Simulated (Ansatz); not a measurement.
## TmH2 (Fm-3m): from the cell to its phonons

Wanted: phonon frequencies of TmH2 (Fm-3m) and what follows from them.

Main program and level: Ansatz 0.2.0; DFT PBEsol, scalar-relativistic, plane waves, PAW.

This is a report of a sequence of runs, with most program output left out.

In doubt: a part-filled 4f shell, where there is one, can sit in one of many states (steps 2, 3, 4, 6, 7, 8, 9), so energies may not be the lowest and differences between runs may mislead; derivatives with an open 4f shell can jump between states (steps 2, 3, 4, 6, 7, 8, 9), which bears on forces and vibrations.

## Step 1: The starting structure

Symmetry: Fm-3m, No. 225, cubic system. Conventional cell: a = 5.090 Å, b = 5.090 Å, c = 5.090 Å, α = 90.00°, β = 90.00°, γ = 90.00°. Nearest to Tm lie 8 H at 2.20 Å. Nearest to H lie 4 Tm at 2.20 Å. Farther neighbours are not listed.

## Step 2: A magnetic order at the starting cell, 3 atoms

Phonons depend on the magnetic state, so simple orders are compared first, at the starting cell. This run starts ferromagnetic.

Input file input.yaml:

```yaml
crystal:
  lattice:
    - [0.0, 2.545, 2.545]
    - [2.545, 0.0, 2.545]
    - [2.545, 2.545, 0.0]
  atoms:
    - { symbol: Tm, position: [0.0, 0.0, 0.0], spin: 2.0 }
    - { symbol: H, position: [0.25, 0.25, 0.25] }
    - { symbol: H, position: [0.75, 0.75, 0.75] }
kpoints:
  mp_grid: { grid: [10, 10, 10] }
hamiltonian:
  xc: pbesol
scf:
  occupations: { method: gaussian, width: 0.05 }
  max_iter: 100
output:
  forces: true
  stress: true
  eigenvalues: true
  populations: true
magnetization:
  spin_polarized: true
```

Run with:

```sh
$ ansatz run input.yaml --threads 8 --pin off --max-ram 14336MiB --backend cpu --events-out ev --progress --plain --runs-dir out
```

It took 4 s on 8 threads of Intel Xeon Platinum 8488C (Sapphire Rapids), shared host; peak memory 0.44 GiB.

Numbers from this step:

```yaml
magnetization: 1.328 μB
absolute_magnetization: 1.516 μB
site_moments: 1.397, 0.002796, 0.002796 μB
pressure: 2.354 GPa
volume_per_atom: 10.99 Å³
gap_on_the_k_mesh: 0 eV
```

The cell carries a net spin moment of 1.33 μB and an absolute one of 1.52 μB.

## Step 3: A magnetic order at the starting cell, 6 atoms

Phonons depend on the magnetic state, so simple orders are compared first, at the starting cell. This run starts antiferromagnetic, q = (0.5, 0.5, 0.5).

System of this step: TmH2 (Fm-3m). The structure is cubic, space group Fm-3m (No. 225). The conventional cell has a = 5.090 Å, b = 5.090 Å, c = 5.090 Å, α = 90.00°, β = 90.00°, γ = 90.00°. Nearest to Tm lie 8 H at 2.20 Å. H has 4 Tm at 2.20 Å nearest. Farther neighbours are not listed.

input.yaml, the sections that differ from step 2:

```yaml
crystal:
  lattice:
    - [2.545, 0.0, -2.545]
    - [2.545, -2.545, 0.0]
    - [-2.545, -5.09, -2.545]
  atoms:
    - { symbol: Tm, position: [0.5, 0.0, 0.5], spin: -2.0 }
    - { symbol: Tm, position: [0.0, 0.0, 0.0], spin: 2.0 }
    - { symbol: H, position: [0.375, 0.25, 0.125] }
    - { symbol: H, position: [0.875, 0.25, 0.625] }
    - { symbol: H, position: [0.125, 0.75, 0.375] }
    - { symbol: H, position: [0.625, 0.75, 0.875] }
# kpoints, hamiltonian, scf, output, magnetization: as in step 2
```

Elapsed: 23 s, on 8 threads; peak memory 0.8 GiB; 2.6 min of CPU time.

The cell carries a net spin moment of 0.00 μB and an absolute one of 2.90 μB, so the moments cancel.

## Step 4: A magnetic order at the starting cell, 6 atoms (run 2)

Phonons depend on the magnetic state, so simple orders are compared first, at the starting cell. This run starts antiferromagnetic, q = (0.5, 0.5, 0).

input.yaml, the sections that differ from step 3:

```yaml
crystal:
  lattice:
    - [2.545, -2.545, 0.0]
    - [-2.545, -2.545, 0.0]
    - [0.0, 0.0, -5.09]
  atoms:
    - { symbol: Tm, position: [0.5, 0.5, 0.5], spin: -2.0 }
    - { symbol: Tm, position: [0.0, 0.0, 0.0], spin: 2.0 }
    - { symbol: H, position: [0.5, 0.0, 0.25] }
    - { symbol: H, position: [0.0, 0.5, 0.75] }
    - { symbol: H, position: [0.5, 0.0, 0.75] }
    - { symbol: H, position: [0.0, 0.5, 0.25] }
kpoints:
  mp_grid: { grid: [8, 8, 6] }
# hamiltonian, scf, output, magnetization: as in step 3
```

Wall time 18 s (8 threads); peak memory 0.64 GiB; 1.9 min of CPU time.

The cell carries a net spin moment of 0.00 μB and an absolute one of 2.94 μB, so the moments cancel.

## Step 5: The orders compared

An antiferromagnetic start is carried into the relaxation if it ends more than 3 meV per atom below the ferromagnetic start.

Numbers from this step:

- start carried on: antiferromagnetic, q = (0.5, 0.5, 0.5)

Orders, by row:

```tsv
starting order	atoms	energy from the first start (meV/atom)	largest moment (μB)	gap on mesh (eV)	net moment of the cell (μB)	order kept
ferromagnetic	3	0	1.4	0	1.33	yes
antiferromagnetic, q = (0.5, 0.5, 0.5)	6	-4.2	1.41	0	0	yes
antiferromagnetic, q = (0.5, 0.5, 0)	6	-4.1	1.41	0	0	yes
```

The start carried on is the antiferromagnetic, q = (0.5, 0.5, 0.5) one.

## Step 6: Bringing the structure to rest

The cell and atoms are relaxed, since residual forces and stress would shift the frequencies.

Input file input.yaml:

```yaml
crystal:
  lattice:
    - [2.545, 0.0, -2.545]
    - [2.545, -2.545, 0.0]
    - [-2.545, -5.09, -2.545]
  atoms:
    - { symbol: Tm, position: [0.5, 0.0, 0.5], spin: -1.55 }
    - { symbol: Tm, position: [0.0, 0.0, 0.0], spin: 1.55 }
    - { symbol: H, position: [0.375, 0.25, 0.125] }
    - { symbol: H, position: [0.875, 0.25, 0.625] }
    - { symbol: H, position: [0.125, 0.75, 0.375] }
    - { symbol: H, position: [0.625, 0.75, 0.875] }
kpoints:
  mp_grid: { grid: [12, 12, 12] }
hamiltonian:
  xc: pbesol
scf:
  occupations: { method: gaussian, width: 0.1 }
output:
  forces: true
  stress: true
  eigenvalues: true
  populations: true
magnetization:
  spin_polarized: true
relax:
  adjacent_minimum: "off"
  f_tol: 0.005
  max_steps: 80
  cell: { stress_tol: 0.05 }
```

Wall time 68 s (8 threads); peak memory 1.1 GiB.

Relaxation path:

```tsv
step	energy less that of the first step (eV)	largest force component (eV/Å)	pressure (GPa)	volume (Å³)
1	0.0000	0.0040	2.24	65.94
2	0.0249	0.0134	-2.97	71.74
3	-0.0129	0.0021	-0.17	68.32
4	-0.0131	0.0024	-0.01	68.14
5	-0.0131	0.0001	0.01	68.12
6*	-0.0151	0.0001	0.03	68.12
```

Relaxation steps marked * repeat the geometry before them on a plane-wave basis chosen anew for their cell, so energy and pressure can jump there. Relaxation step 2 was tried and not accepted.

The run keeps the 12 symmetry operations that it works with, so distortions that break them were not tested.

```tsv
cell as run	before	after	change
a (Å)	3.599	3.638	+1.1 %
b (Å)	3.599	3.638	+1.1 %
c (Å)	6.234	6.304	+1.1 %
α (°)	73.22	73.23	+0.0 %
volume (Å³/atom)	10.99	11.35	+3.3 %
```

Numbers from this step:

* absolute magnetization: 2.869 μB
* site moments: -1.399, 1.399, 0.001743, -0.001743, -0.001743, 0.001743 μB
* pressure: 0.02858 GPa
* volume per atom: 11.35 Å³

In this step the volume went from 10.99 to 11.35 Å³/atom.

## Step 7: Relaxing to small forces for the phonons

Phonons need a cell at rest on their own settings, so the relaxation is repeated with tight tolerances on forces and stress, using the mesh and the filling of the phonon run that follows.

Input file input.yaml:

```yaml
crystal:
  lattice:
    - [2.5722648386, 0.0, -2.5722648386]
    - [2.5722648386, -2.5722648386, 0.0]
    - [-2.5745105449, -5.1467753834, -2.5745105449]
  atoms:
    - { symbol: Tm, position: [0.5, 0.0, 0.5], spin: -1.54 }
    - { symbol: Tm, position: [0.0, 0.0, 0.0], spin: 1.54 }
    - { symbol: H, position: [0.3751028375, 0.2497943249, 0.1253085126] }
    - { symbol: H, position: [0.8751027976, 0.2497944048, 0.6253083927] }
    - { symbol: H, position: [0.1248972024, 0.7502055952, 0.3746916073] }
    - { symbol: H, position: [0.6248971625, 0.7502056751, 0.8746914874] }
kpoints:
  mp_grid: { grid: [12, 12, 12] }
hamiltonian:
  xc: pbesol
scf:
  occupations: { method: gaussian, width: 0.15 }
output:
  forces: true
  stress: true
  eigenvalues: true
  populations: true
magnetization:
  spin_polarized: true
relax:
  adjacent_minimum: "off"
  f_tol: 0.001
  max_steps: 60
  cell: { stress_tol: 0.01 }
```

It took 50 s on 8 threads; peak memory 1 GiB; 5.8 min of CPU time.

Little changed from the start: no atom moved by 0.005 Å and no cell edge by 0.1 %.

This step gave:

* absolute magnetization: 2.861 μB
* site moments: -1.400, 1.400, 0.001660, -0.001660, -0.001660, 0.001660 μB
* pressure: -6.02e-4 GPa
* volume per atom: 11.38 Å³

The largest force component left is 0.10 meV/Å and the pressure is -0.001 GPa, within the tolerances set. The cell now holds 11.38 Å³/atom.

## Step 8: Zone-centre response

The zone centre comes first: it holds the modes that light can see, as far as symmetry allows. No field response is asked, since the mesh shows no gap.

Input file input.yaml:

```yaml
crystal:
  lattice:
    - [2.5745606973, 0.0, -2.5745606973]
    - [2.5745606973, -2.5745606973, 0.0]
    - [-2.5761964094, -5.1507571066, -2.5761964094]
  atoms:
    - { symbol: Tm, position: [0.5, 0.0, 0.5], spin: -1.54 }
    - { symbol: Tm, position: [0.0, 0.0, 0.0], spin: 1.54 }
    - { symbol: H, position: [0.3750658914, 0.2498682173, 0.1251976741] }
    - { symbol: H, position: [0.8750656856, 0.2498686288, 0.6251970568] }
    - { symbol: H, position: [0.1249343144, 0.7501313712, 0.3748029432] }
    - { symbol: H, position: [0.6249341086, 0.7501317827, 0.8748023259] }
kpoints:
  mp_grid: { grid: [12, 12, 12] }
hamiltonian:
  xc: pbesol
scf:
  occupations: { method: gaussian, width: 0.15 }
output:
  eigenvalues: true
  populations: true
magnetization:
  spin_polarized: true
phonons:
  method: dfpt
```

The job ended after 3 min (8 threads; peak memory 5.5 GiB; 20 min of CPU time).

This step gave:

- sum-rule residual before enforcement: 5.04e-5 eV/Å²
- highest optical mode at the zone centre (no LO-TO term): 1093 cm⁻¹
- lowest optical zone-centre mode: 76.44 cm⁻¹

Patterns of degenerate modes are one choice out of their space. Modes at Γ, with each element's share of the kinetic energy:

```tsv
mode	frequency (cm⁻¹)	Tm %	H %
1	0.0	99	1
2	0.0	99	1
3	0.0	99	1
4	76.4	99	1
5	76.4	99	1
6	124.4	100	0
7	898.7	1	99
8	899.1	1	99
9	899.1	1	99
10	942.7	1	99
11	942.7	1	99
12	989.9	0	100
13	1004.1	0	100
14	1027.3	0	100
15	1027.3	0	100
16	1091.1	0	100
17	1091.1	0	100
18	1093.5	0	100
```

Displacements in mode 4 (76.4 cm⁻¹), the largest set to 1:
```
Tm1  0.00 -1.00  1.00
Tm2  0.00  1.00 -1.00
H3   0.00  0.68 -0.68
H4   0.00 -0.68  0.68
H5   0.00 -0.68  0.68
H6   0.00  0.68 -0.68
```

Displacements in mode 18 (1093.5 cm⁻¹), the largest set to 1:
```
Tm1  0.00  0.00  0.00
Tm2  0.00  0.00  0.00
H3   1.00  1.00  1.00
H4   1.00  1.00  1.00
H5  -1.00 -1.00 -1.00
H6  -1.00 -1.00 -1.00
```

Before it was imposed, the acoustic sum rule was missed by 5.0e-5 eV/Å². Small misses are needed for a sound result but don't prove that mesh and cutoff are converged. The lowest optical mode is real, 76.4 cm⁻¹.

## Step 9: Response at finite wavevector

The mesh has a single point along some directions, so zone-edge points there are not solved. Linear response on a 1×1×2 q mesh gives force constants as far as a supercell of that size would.

input.yaml: that of step 8 with these lines changed.

```diff
@@ -25 +25,9 @@
   method: dfpt
+  qmesh: [1, 1, 2]
+  temperatures: { t_max: 1000, t_step: 50 }
+  qpath:
+    path:
+      - [[0.0, 0.0, 0.0], [0.0, 0.0, -1.0], [0.50015872, 0.25007936, -1.0]]
+      - [[0.74992064, 0.49984128, -0.25007936], [0.5, 0.0, -0.5], [0.0, 0.0, 0.0], [0.74992064, 0.37496032, 0.0]]
+      - [[0.62503968, 0.37496032, -0.62503968], [0.5, 0.5, -0.5], [0.0, 0.0, 0.0]]
+    npoints: 10
```

It took 5.6 min on 8 threads; peak memory 5.8 GiB.

Numbers from this step:

| Property | Result |
| --- | --- |
| sum-rule residual before enforcement | 1.31e-4 eV/Å² |
| lowest mode on the q mesh (acoustic modes at Γ apart) | 55.52 cm⁻¹ |
| highest frequency at a solved wavevector (no LO-TO term at Γ) | 1093 cm⁻¹ |

Frequencies (cm⁻¹) solved at each irreducible wavevector; negative means imaginary. Frequencies by wavevector, by row:

```tsv
q in reciprocal lattice units	star	mode 1	mode 2	mode 3	mode 4	mode 16	mode 17	mode 18
0 0 0	1	0	0	0	76.4	1091	1091	1094
0 0 -0.5	1	55.5	55.5	55.5	55.5	1064	1064	1064
```

Symmetry leaves 2 wavevectors to solve. The lowest mode among them, the acoustic zeros apart, lies at q = (0, 0, -0.5) and is real, 55.5 cm⁻¹.

## Step 10: Results

```json
{
  "space group after relaxation (within 0.01 Å)": "Fm-3m",
  "volume per atom": "11.4 Å³",
  "electronic character": "no gap on this mesh",
  "highest optical mode at the zone centre (no LO-TO term)": "1093 cm⁻¹",
  "lowest optical zone-centre mode": "76.4 cm⁻¹",
  "lowest mode on the q mesh (acoustic modes at Γ apart)": "55.5 cm⁻¹",
  "imaginary modes on the 1×1×2 q mesh": "none",
  "net magnetic moment of the cell as run": "-5.1e-7 μB"
}
```

In words: The structure is a minimum as far as tested: no mode is imaginary at the 2 irreducible wavevectors of the 1×1×2 mesh, and the softest away from the acoustic zeros lies at 56 cm⁻¹. The optical modes at Γ span 76 to 1093 cm⁻¹. The highest mode in this list at Γ, 1093.5 cm⁻¹, is mostly motion of H (100 % of the kinetic energy). The q mesh is too sparse to interpolate, so only the solved wavevectors are given. The magnetic order is imposed (antiferromagnetic, q = (0.5, 0.5, 0.5), in the reciprocal basis of the primitive cell) and the runs use its cell of 6 atoms, a multiple of the chemical cell, so that Γ here also holds zone-boundary modes of the chemical cell; it can lower the symmetry of the database entry. The magnetic state is the one that the run reached from its starting moments; a lower one was not ruled out. With no gap, or one that is small against the smearing, the frequencies hang on the k mesh and the smearing, most of all near Kohn anomalies. The 4f shell is treated without a U, so valence and screening may be off. Spin-orbit coupling is left out, which can matter for the heavy elements here. A phonon run warned that its eigensolver left some bands unconverged in a pass. These are harmonic frequencies at zero temperature: anharmonic shifts, linewidths and thermal expansion are left out.

[Logs are printed without paths, hosts, clocks, repeated set-up lines and the standing remarks that a program may print on its own settings, such as how far it seeks lower states.]

[Hosts, paths, dates, database ids (printed as entryN), source tags and the programs' standing remarks are cut or masked in the printed files.]
